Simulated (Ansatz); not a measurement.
# MoH2: relaxing a made-up structure

This structure for MoH2 is made up. Its elements were placed in a known structure type with a cell scaled to their sizes. What cell does the guess relax to, and how far off was it?

Program: Ansatz 0.2.0. Level of theory: DFT, r2SCAN, plane-wave PAW, files of the set soft_1, scalar-relativistic, no spin, cell and ions relaxed at zero pressure; PAW set soft_1, in the first sound run; inputs show where later runs differ. Results are calculated unless marked as measured.

### 1. Set-up

It takes space group Fm-3m (No. 225, cubic). Conventional cell: a = 4.551 Å, b = 4.551 Å, c = 4.551 Å, α = 90.00°, β = 90.00°, γ = 90.00°. Nearest to Mo lie 8 H at 1.97 Å. Nearest to H lie 4 Mo at 1.97 Å. Farther neighbours are not listed.

### 2. Relaxing cell and atoms

The guess takes its coordinates from another compound and its volume from a rule, so the cell and any free coordinates are relaxed together.

Contents of input.yaml:

```yaml
crystal:
  lattice:
    - [0.0, 2.2755, 2.2755]
    - [2.2755, 0.0, 2.2755]
    - [2.2755, 2.2755, 0.0]
  atoms:
    - { symbol: Mo, position: [0.0, 0.0, 0.0] }
    - { symbol: H, position: [0.25, 0.25, 0.25] }
    - { symbol: H, position: [0.75, 0.75, 0.75] }
kpoints:
  mp_grid: { grid: [10, 10, 10] }
scf:
  occupations: { method: fermi_dirac, width: 0.05 }
hamiltonian:
  xc: r2scan
  pseudopotentials: { kind: paw, azcp: { folder: soft_1 } }
relax:
  f_tol: 0.015
  max_steps: 70
  cell: {}
output:
  forces: true
  stress: true
```

The run is started by

```
> ansatz run input.yaml --threads 4 --pin off --max-ram 8192MiB --backend cpu --events-out ev --progress --plain --runs-dir out
```

Numbers of over 12 decimals in the logs are rounded to 6 here.

What it wrote:

```text
Engine: ansatz 0.2.0, aarch64-unknown-linux-gnu
Pseudopotentials: kind: paw
Pseudopotential: Mo, paw, valence charge 14, recommended cutoff 500 eV (meta_gga), soft_1/Mo.paw.azcp
Pseudopotential: H, paw, valence charge 1, recommended cutoff 500 eV (meta_gga), soft_1/H.paw.azcp
Functional definition: r2SCAN
  parameter k0 = 0.174
  parameter k1 = 0.065
  parameter a1 = 4.9479
  exchange = r2scan_x(k0 = k0, k1 = k1, a1 = a1)
  correlation = r2scan_c
Crystal: 3 atoms, lattice volume = 23.565 Å³
Basis set: ecut = 500 eV, 609 PW (Γ), exchange–correlation on 96×96×96 points (64 copies of the dense FFT grid, shifted against one another)
Bands: 12, of which v1, the nominal top of the filled ones, is band 8 counted from 1 (7 counted from 0)
Symmetry: 48 space group operations
Space group: Fm-3m (ITA 225), of the structure as read, at distance tolerance 2.9e-5 Å
k-points: 47 of 1000
Non-local potential: Mo, projectors of the file, l = 0: 3, l = 1: 2, l = 2: 2, l = 3: 1
Non-local potential: H, projectors of the file, l = 0: 2, l = 1: 1
PAW form: soft (Blöchl's): semilocal exchange-correlation on the pseudo side does not see the compensation charge
PAW frozen core: Mo, regenerated for the run's functional (the file was generated under x = pbe(κ = 0.804, μ = 0.219515), c = pbe(β = 0.066725))
PAW one-centre angular grid: Mo, 590 points (default); XC on 160 Gauss nodes
PAW one-centre angular grid: H, 302 points (default); XC on 160 Gauss nodes
Initial density: superposition of atomic densities (chi_scale 0.1, normalization cell, long waves kept (reshape's long-wave potential 0.00 eV rms))
Initial wavefunctions: pseudopotential atomic-orbital guess
Functional: x = r2scan, c = r2scan; τ floored in thin density (d = 2e-4 eV/Å³)
SCF iter   1: F=—  HF=-5000.403407 eV  |F-HF|=—  |Δ(HF+E_count)|=         —  Δρ=1.19e-1  dr2=3.96e0  dr2_τ=1.49e-1  ethr=3.10e-3  ⟨swp⟩=5.6  Hψ=3141  notcnv=0
preconditioner: auto → none  [metal: Δε(μ)=0.069 eV  Ē_g=9.130 eV  σ=0.050 eV  W_gap=0.33  n_scr=8 (ndim 8)  ℏωp=21.6 eV  f_vac=0.000  D(μ)=1.68/eV (n_scr^D=14)  sad-step TF]
SCF iter   2: F=—  HF=-4999.358656 eV  |F-HF|=—  |Δ(HF+E_count)|=    1.04e0  Δρ=5.66e-2  dr2=8.35e-1  dr2_τ=4.23e-2  ethr=3.10e-3  ⟨swp⟩=2.9  Hψ=1453  notcnv=0  defer=1
SCF iter   3: F=—  HF=-4999.134860 eV  |F-HF|=—  |Δ(HF+E_count)|=   2.24e-1  Δρ=7.21e-3  dr2=3.82e-3  dr2_τ=1.18e-3  ethr=3.10e-3  ⟨swp⟩=2.3  Hψ=1034  notcnv=0  defer=1
SCF iter   4: F=—  HF=-4999.142489 eV  |F-HF|=—  |Δ(HF+E_count)|=   7.63e-3  Δρ=2.08e-3  dr2=6.22e-4  dr2_τ=1.63e-4  ethr=2.39e-5  ⟨swp⟩=2.3  Hψ=1381  notcnv=0  defer=1
SCF iter   5: F=—  HF=-4999.142596 eV  |F-HF|=—  |Δ(HF+E_count)|=   1.07e-4  Δρ=3.43e-4  dr2=1.50e-5  dr2_τ=9.47e-7  ethr=3.89e-6  ⟨swp⟩=2.0  Hψ=872  notcnv=0  defer=1
SCF iter   6: F=—  HF=-4999.142606 eV  |F-HF|=—  |Δ(HF+E_count)|=   9.60e-6  Δρ=6.67e-5  dr2=6.60e-7  dr2_τ=6.72e-8  ethr=9.36e-8  ⟨swp⟩=2.6  Hψ=950  notcnv=0  defer=1
SCF iter   7: F=-4999.142606 eV  HF=-4999.142606 eV  |F-HF|=1.62e-8  |Δ(HF+E_count)|=   2.55e-8  Δρ=1.24e-5  dr2=2.78e-8  dr2_τ=6.51e-9  ethr=6.25e-10  ⟨swp⟩=4.9  Hψ=2002  notcnv=0
SCF 1 converged in 7 iterations: F = -4999.142606 eV  dr2 = 2.78e-8
  greatest PAW one-centre occupation: 0.999 electrons in one spin orbital (limit 2), on the Mo atom at site 0 (counted from 0), in its partial waves of l = 0
relax step   1: F+E_penalty+E_count = -4999.14260555 eV  Δ(F+E_penalty+E_count) = +0.000e0 eV  max|allowed force component| = 6.867e-19 eV/Å  Δτ_max = 0.0000 Å  P = -18.273 GPa  Ω = 23.565 Å³  (7 SCF iters, dr2 threshold 1.00e-7 eV, accepted)
Crystal: 3 atoms, lattice volume = 20.284 Å³
Basis set: ecut = 500 eV, 531 PW (Γ), exchange–correlation on 96×96×96 points (64 copies of the dense FFT grid, shifted against one another)
Initial density: handed on by an earlier stage of this run
Initial wavefunctions: those handed on with the density
iter 1 solved again at ethr=3.11e-4 eV; its pass at ethr=3.10e-3 eV (dr2=4.98e-2 eV) is discarded
SCF iter   1: F=—  HF=-4998.903825 eV  |F-HF|=—  |Δ(HF+E_count)|=         —  Δρ=1.72e-2  dr2=5.00e-2  dr2_τ=3.16e-1  ethr=3.11e-4  ⟨swp⟩=1.0  Hψ=4060  notcnv=0
preconditioner: auto → none  [metal: Δε(μ)=0.036 eV  Ē_g=9.861 eV  σ=0.050 eV  W_gap=0.18  n_scr=8 (ndim 8)  ℏωp=23.3 eV  f_vac=0.000  D(μ)=1.90/eV (n_scr^D=26)]
SCF iter   2: F=—  HF=-4999.256706 eV  |F-HF|=—  |Δ(HF+E_count)|=   3.53e-1  Δρ=7.66e-3  dr2=6.72e-3  dr2_τ=1.44e-3  ethr=3.11e-4  ⟨swp⟩=2.1  Hψ=1122  notcnv=0
SCF iter   3: F=—  HF=-4999.256635 eV  |F-HF|=—  |Δ(HF+E_count)|=   7.12e-5  Δρ=3.04e-3  dr2=9.28e-4  dr2_τ=1.26e-4  ethr=4.20e-5  ⟨swp⟩=2.3  Hψ=875  notcnv=0
SCF iter   4: F=—  HF=-4999.256984 eV  |F-HF|=—  |Δ(HF+E_count)|=   3.49e-4  Δρ=4.86e-4  dr2=1.41e-5  dr2_τ=2.47e-6  ethr=5.80e-6  ⟨swp⟩=2.6  Hψ=883  notcnv=0
SCF iter   5: F=—  HF=-4999.257000 eV  |F-HF|=—  |Δ(HF+E_count)|=   1.62e-5  Δρ=1.49e-4  dr2=1.42e-6  dr2_τ=3.45e-7  ethr=8.84e-8  ⟨swp⟩=2.1  Hψ=826  notcnv=0
SCF iter   6: F=-4999.257003 eV  HF=-4999.257003 eV  |F-HF|=1.60e-7  |Δ(HF+E_count)|=   2.19e-6  Δρ=4.67e-5  dr2=1.36e-7  dr2_τ=2.76e-8  ethr=1.87e-9  ⟨swp⟩=5.0  Hψ=2045  notcnv=0
SCF 2 converged in 6 iterations: F = -4999.257003 eV  dr2 = 1.36e-7
relax step   2: F+E_penalty+E_count = -4999.25700276 eV  Δ(F+E_penalty+E_count) = -1.144e-1 eV  max|allowed force component| = 1.494e-18 eV/Å  Δτ_max = 0.0000 Å  P = +11.099 GPa  Ω = 20.284 Å³  energy of the carried Pulay correction = +1.035e-3 eV  (6 SCF iters, dr2 threshold 3.00e-7 eV, accepted)
Crystal: 3 atoms, lattice volume = 21.410 Å³
Basis set: ecut = 500 eV, 537 PW (Γ), exchange–correlation on 96×96×96 points (64 copies of the dense FFT grid, shifted against one another)
iter 1 solved again at ethr=4.35e-5 eV; its pass at ethr=3.10e-3 eV (dr2=6.96e-3 eV) is discarded
SCF iter   1: F=—  HF=-4999.208162 eV  |F-HF|=—  |Δ(HF+E_count)|=         —  Δρ=6.00e-3  dr2=7.52e-3  dr2_τ=4.57e-2  ethr=4.35e-5  ⟨swp⟩=1.0  Hψ=3817  notcnv=0
preconditioner: auto → none  [metal: Δε(μ)=0.023 eV  Ē_g=9.210 eV  σ=0.050 eV  W_gap=0.12  n_scr=8 (ndim 8)  ℏωp=22.7 eV  f_vac=0.000  D(μ)=1.90/eV (n_scr^D=14)]
SCF iter   2: F=—  HF=-4999.287845 eV  |F-HF|=—  |Δ(HF+E_count)|=   7.97e-2  Δρ=3.94e-3  dr2=2.15e-3  dr2_τ=4.56e-4  ethr=4.35e-5  ⟨swp⟩=2.0  Hψ=1129  notcnv=0
SCF iter   3: F=—  HF=-4999.287457 eV  |F-HF|=—  |Δ(HF+E_count)|=   3.88e-4  Δρ=1.84e-3  dr2=4.00e-4  dr2_τ=3.22e-5  ethr=1.34e-5  ⟨swp⟩=2.3  Hψ=839  notcnv=0
SCF iter   4: F=—  HF=-4999.287509 eV  |F-HF|=—  |Δ(HF+E_count)|=   5.17e-5  Δρ=3.87e-4  dr2=2.08e-5  dr2_τ=6.63e-7  ethr=2.50e-6  ⟨swp⟩=3.0  Hψ=1032  notcnv=0
SCF iter   5: F=—  HF=-4999.287502 eV  |F-HF|=—  |Δ(HF+E_count)|=   6.91e-6  Δρ=7.78e-5  dr2=4.26e-7  dr2_τ=5.68e-8  ethr=1.30e-7  ⟨swp⟩=2.9  Hψ=972  notcnv=0
SCF iter   6: F=-4999.287503 eV  HF=-4999.287503 eV  |F-HF|=1.94e-8  |Δ(HF+E_count)|=   4.13e-7  Δρ=3.20e-5  dr2=9.50e-8  dr2_τ=5.83e-9  ethr=1.87e-9  ⟨swp⟩=4.0  Hψ=1741  notcnv=0
SCF 3 converged in 6 iterations: F = -4999.287503 eV  dr2 = 9.50e-8
relax step   3: F+E_penalty+E_count = -4999.28750253 eV  Δ(F+E_penalty+E_count) = -3.050e-2 eV  max|allowed force component| = 6.264e-18 eV/Å  Δτ_max = 0.0000 Å  P = -1.726 GPa  Ω = 21.410 Å³  energy of the carried Pulay correction = +6.624e-4 eV  (6 SCF iters, dr2 threshold 3.00e-7 eV, accepted)
Crystal: 3 atoms, lattice volume = 21.251 Å³
iter 1 solved again at ethr=8.56e-7 eV; its pass at ethr=3.10e-3 eV (dr2=1.37e-4 eV) is discarded
SCF iter   1: F=—  HF=-4999.287016 eV  |F-HF|=—  |Δ(HF+E_count)|=         —  Δρ=8.20e-4  dr2=1.36e-4  dr2_τ=8.27e-4  ethr=8.56e-7  ⟨swp⟩=2.0  Hψ=3736  notcnv=0
preconditioner: auto → none  [metal: Δε(μ)=0.025 eV  Ē_g=9.348 eV  σ=0.050 eV  W_gap=0.12  n_scr=8 (ndim 8)  ℏωp=22.8 eV  f_vac=0.000  D(μ)=1.90/eV (n_scr^D=14)]
SCF iter   2: F=—  HF=-4999.288479 eV  |F-HF|=—  |Δ(HF+E_count)|=   1.46e-3  Δρ=4.87e-4  dr2=3.21e-5  dr2_τ=7.00e-6  ethr=8.51e-7  ⟨swp⟩=2.0  Hψ=946  notcnv=0
SCF iter   3: F=—  HF=-4999.288474 eV  |F-HF|=—  |Δ(HF+E_count)|=   4.99e-6  Δρ=2.19e-4  dr2=5.64e-6  dr2_τ=5.01e-7  ethr=2.01e-7  ⟨swp⟩=2.4  Hψ=855  notcnv=0
SCF iter   4: F=-4999.288475 eV  HF=-4999.288475 eV  |F-HF|=4.73e-8  |Δ(HF+E_count)|=   9.17e-7  Δρ=3.87e-5  dr2=1.87e-7  dr2_τ=6.64e-9  ethr=1.87e-9  ⟨swp⟩=3.0  Hψ=2350  notcnv=0
SCF 4 converged in 4 iterations: F = -4999.288475 eV  dr2 = 1.87e-7
relax step   4: F+E_penalty+E_count = -4999.28847475 eV  Δ(F+E_penalty+E_count) = -9.722e-4 eV  max|allowed force component| = 4.819e-18 eV/Å  Δτ_max = 0.0000 Å  P = -0.124 GPa  Ω = 21.251 Å³  energy of the carried Pulay correction = +7.137e-4 eV  (4 SCF iters, dr2 threshold 3.00e-7 eV, accepted)
Crystal: 3 atoms, lattice volume = 21.239 Å³
iter 1 solved again at ethr=4.74e-9 eV; its pass at ethr=3.10e-3 eV (dr2=7.58e-7 eV) is discarded
SCF iter   1: F=—  HF=-4999.288476 eV  |F-HF|=—  |Δ(HF+E_count)|=         —  Δρ=5.51e-5  dr2=7.74e-7  dr2_τ=4.69e-6  ethr=4.74e-9  ⟨swp⟩=2.0  Hψ=3671  notcnv=0
preconditioner: auto → none  [metal: Δε(μ)=0.027 eV  Ē_g=9.345 eV  σ=0.050 eV  W_gap=0.13  n_scr=8 (ndim 8)  ℏωp=22.8 eV  f_vac=0.000  D(μ)=1.89/eV (n_scr^D=14)]
SCF iter   2: F=—  HF=-4999.288483 eV  |F-HF|=—  |Δ(HF+E_count)|=   7.79e-6  Δρ=3.11e-5  dr2=1.15e-7  dr2_τ=4.84e-8  ethr=4.74e-9  ⟨swp⟩=2.0  Hψ=951  notcnv=0
SCF iter   3: F=-4999.288483 eV  HF=-4999.288483 eV  |F-HF|=1.71e-8  |Δ(HF+E_count)|=  7.38e-10  Δρ=1.81e-5  dr2=2.75e-8  dr2_τ=3.36e-9  ethr=2.42e-10  ⟨swp⟩=4.0  Hψ=1849  notcnv=0
SCF 5 converged in 3 iterations: F = -4999.288483 eV  dr2 = 2.75e-8
relax step   5: F+E_penalty+E_count = -4999.28848331 eV  Δ(F+E_penalty+E_count) = -8.558e-6 eV  max|allowed force component| = 3.855e-18 eV/Å  Δτ_max = 0.0000 Å  P = -0.000 GPa  Ω = 21.239 Å³  energy of the carried Pulay correction = +7.176e-4 eV  (3 SCF iters, dr2 threshold 3.87e-8 eV, accepted)
Initial wavefunctions: pseudopotential atomic-orbital guess (no wavefunctions were taken with the density)
iter 1 solved again at ethr=1.29e-8 eV; its pass at ethr=3.10e-3 eV (dr2=2.06e-6 eV) is discarded
SCF iter   1: F=—  HF=-4999.287833 eV  |F-HF|=—  |Δ(HF+E_count)|=         —  Δρ=1.87e-4  dr2=7.94e-7  dr2_τ=9.05e-6  ethr=1.29e-8  ⟨swp⟩=3.3  Hψ=4936  notcnv=0
preconditioner: auto → none  [metal: Δε(μ)=0.027 eV  Ē_g=9.344 eV  σ=0.050 eV  W_gap=0.13  n_scr=8 (ndim 8)  ℏωp=22.8 eV  f_vac=0.000  D(μ)=1.89/eV (n_scr^D=14)]
SCF iter   2: F=—  HF=-4999.287836 eV  |F-HF|=—  |Δ(HF+E_count)|=   2.54e-6  Δρ=9.16e-5  dr2=1.81e-7  dr2_τ=2.08e-7  ethr=4.96e-9  ⟨swp⟩=2.6  Hψ=965  notcnv=0
SCF iter   3: F=—  HF=-4999.287836 eV  |F-HF|=—  |Δ(HF+E_count)|=   5.41e-7  Δρ=1.04e-5  dr2=1.40e-8  dr2_τ=3.16e-9  ethr=1.13e-9  ⟨swp⟩=2.7  Hψ=901  notcnv=0
SCF iter   4: F=—  HF=-4999.287836 eV  |F-HF|=—  |Δ(HF+E_count)|=   2.54e-9  Δρ=3.07e-6  dr2=3.28e-10  dr2_τ=1.96e-10  ethr=8.73e-11  ⟨swp⟩=2.2  Hψ=879  notcnv=0
SCF iter   5: F=-4999.287836 eV  HF=-4999.287836 eV  |F-HF|=3.37e-11  |Δ(HF+E_count)|=   1.88e-9  Δρ=7.14e-7  dr2=2.17e-11  dr2_τ=9.91e-12  ethr=1.00e-12  ⟨swp⟩=6.5  Hψ=2537  notcnv=0
SCF 6 converged in 5 iterations: F = -4999.287836 eV  dr2 = 2.17e-11
relax step   6: F+E_penalty+E_count = -4999.28783618 eV  Δ(F+E_penalty+E_count) = +6.471e-4 eV  max|allowed force component| = 4.433e-18 eV/Å  Δτ_max = 0.0000 Å  P = -0.011 GPa  Ω = 21.239 Å³  stress off target by 1.06e-2 GPa  SCF on the basis re-selected at this cell (its energy is not comparable with the rows above)  (5 SCF iters)
basis re-selected at this cell: Δ(F+E_penalty+E_count) = +6.471e-4 eV, ΔP = -0.010 GPa vs the last step (what re-selecting the basis moved, of the pressure what is left beyond the Pulay correction that the steps carried, after the strain that the cell walked since its last selection, with what the two solves' SCF thresholds leave and, on support functions, any second-order correction that the steps lacked; it is no m [...]
SCF converged after 5 iterations
Free energy (F): -4999.287836 eV
Harris-Foulkes:  -4999.287836 eV  (|F-HF|=3.37e-11)
Internal energy: -4999.273138 eV  (E = F + TS)
E sigma→0 (E₀):  -4999.280487 eV
Entropy (-TS):   -0.014699 eV (-4.900 meV/atom)
Fermi energy:    16.731082 eV
--- Per-component energies (eV) ---
  E_band       = -116.973801
  E_kinetic    = 450.678541
  E_local      = -933.137254  (includes V_loc(G=0)·N_el)
  E_nonlocal   = 150.716559
  E_hartree    = 316.074171
  E_xc         = -189.473100
  E_vxc        = -271.629654  (∫ρ·V_xc dr)
  E_paw        = -3230.008633  (= ΣΔE_a)
  E_vpaw       = -163.352750  (= ΣTr[D̂ρ^β])
  E_aug_tail   = -0.000205  (compensation charges beyond the density's cutoff)
  E_vtau       = 17.602604  (kinetic-family band-sum trace: ∫τ·v_τ [+ j·A + Jᵃ·Aᵃ] dr)
  E_ewald      = -1563.902016
  E_core_change = -0.221201  (= ΣΔE_core)
  E_smearing   = -0.014699  (= −TS)
  E_closure    = -0.000000  (closes the sum)
  Σ components = -4999.287836   (vs F -4999.287836, Δ=0.00e0)
--- Forces (eV/Å), atoms counted from 1 ---
  atom   1  Mo    -0.00000000     0.00000000     0.00000000
  atom   2  H     -0.00000000     0.00000000    -0.00000000
  atom   3  H      0.00000000    -0.00000000     0.00000000
  max |Σ_I F_I| component: 2.31e-18 eV/Å
--- Stress (GPa, compression-positive) ---
       -0.010612      -0.000000      -0.000000
       -0.000000      -0.010612      -0.000000
       -0.000000      -0.000000      -0.010612
  P = ⅓ Tr σ = -0.0106 GPa (-0.106 kbar)
--- Relaxed structure (5 steps of the walk, 5 accepted, 1 SCFs on fresh bases) ---
  F+E_penalty+E_count = -4999.28783618 eV   max|allowed force component| = 4.433e-18 eV/Å   (the final SCF, on the basis selected at the relaxed cell)
  cell:  # Å, volume = 21.2392 Å³
    - [0, 2.198041, 2.198041]
    - [2.198041, 0, 2.198041]
    - [2.198041, 2.198041, 0]
  atoms:
    - { symbol: Mo, position: [0, 0, 0] }
    - { symbol: H, position: [0.25, 0.25, 0.25] }
    - { symbol: H, position: [0.75, 0.75, 0.75] }
```

The job ended after 2.5 s (4 threads of Arm Neoverse V2, shared host; peak memory 0.48 GiB).

The steps of the relaxation:

```tsv
step	energy less that of the first step (eV)	largest force component (eV/Å)	pressure (GPa)	volume (Å³)
1	0.0000	0.0000	-18.27	23.56
2	-0.1144	0.0000	11.10	20.28
3	-0.1449	0.0000	-1.73	21.41
4	-0.1459	0.0000	-0.12	21.25
5	-0.1459	0.0000	0.00	21.24
6*	-0.1452	0.0000	-0.01	21.24
```

Relaxation steps marked * repeat the geometry before them on a plane-wave basis chosen anew for their cell, so energy and pressure can jump there.

Forces are held to the 48 operations that the run works with; a distortion that breaks them can't arise in this run.

```tsv
conventional cell, symmetrised	before	after	change
a (Å)	4.551	4.396	-3.4 %
b (Å)	4.551	4.396	-3.4 %
c (Å)	4.551	4.396	-3.4 %
volume (Å³/atom)	7.85	7.08	-9.9 %
```

The relaxed structure:

```
Mo H
1.0
     0.00000    2.19804    2.19804
     2.19804    0.00000    2.19804
     2.19804    2.19804    0.00000
Mo H
1 2
Direct
  0.00000 0.00000 0.00000
  0.25000 0.25000 0.25000
  0.75000 0.75000 0.75000
```

Numbers from this step:

```yaml
free_energy: -4999.2878 eV
energy_at_zero_smearing: -4999.2805 eV
smearing_term_ts: 0.01470 eV
fermi_energy: 16.73 eV
electrons: 16
symmetry_operations: 48
pressure: -0.01061 GPa
```

The shortest distance of each pair, which need not be the same contact before and after:

```tsv
pair	guess (Å)	relaxed (Å)
H–Mo	1.971	1.904
H–H	2.276	2.198
Mo–Mo	3.218	3.109
```

The relaxation ends with a pressure of -0.01 GPa.

[end of part 1 of 2]

[Logs are printed without paths, hosts, clocks, repeated set-up lines and the standing remarks that a program may print on its own settings, such as how far it seeks lower states.]

[Hosts, paths, dates, database ids (printed as entryN), source tags and the programs' standing remarks are cut or masked in the printed files.]
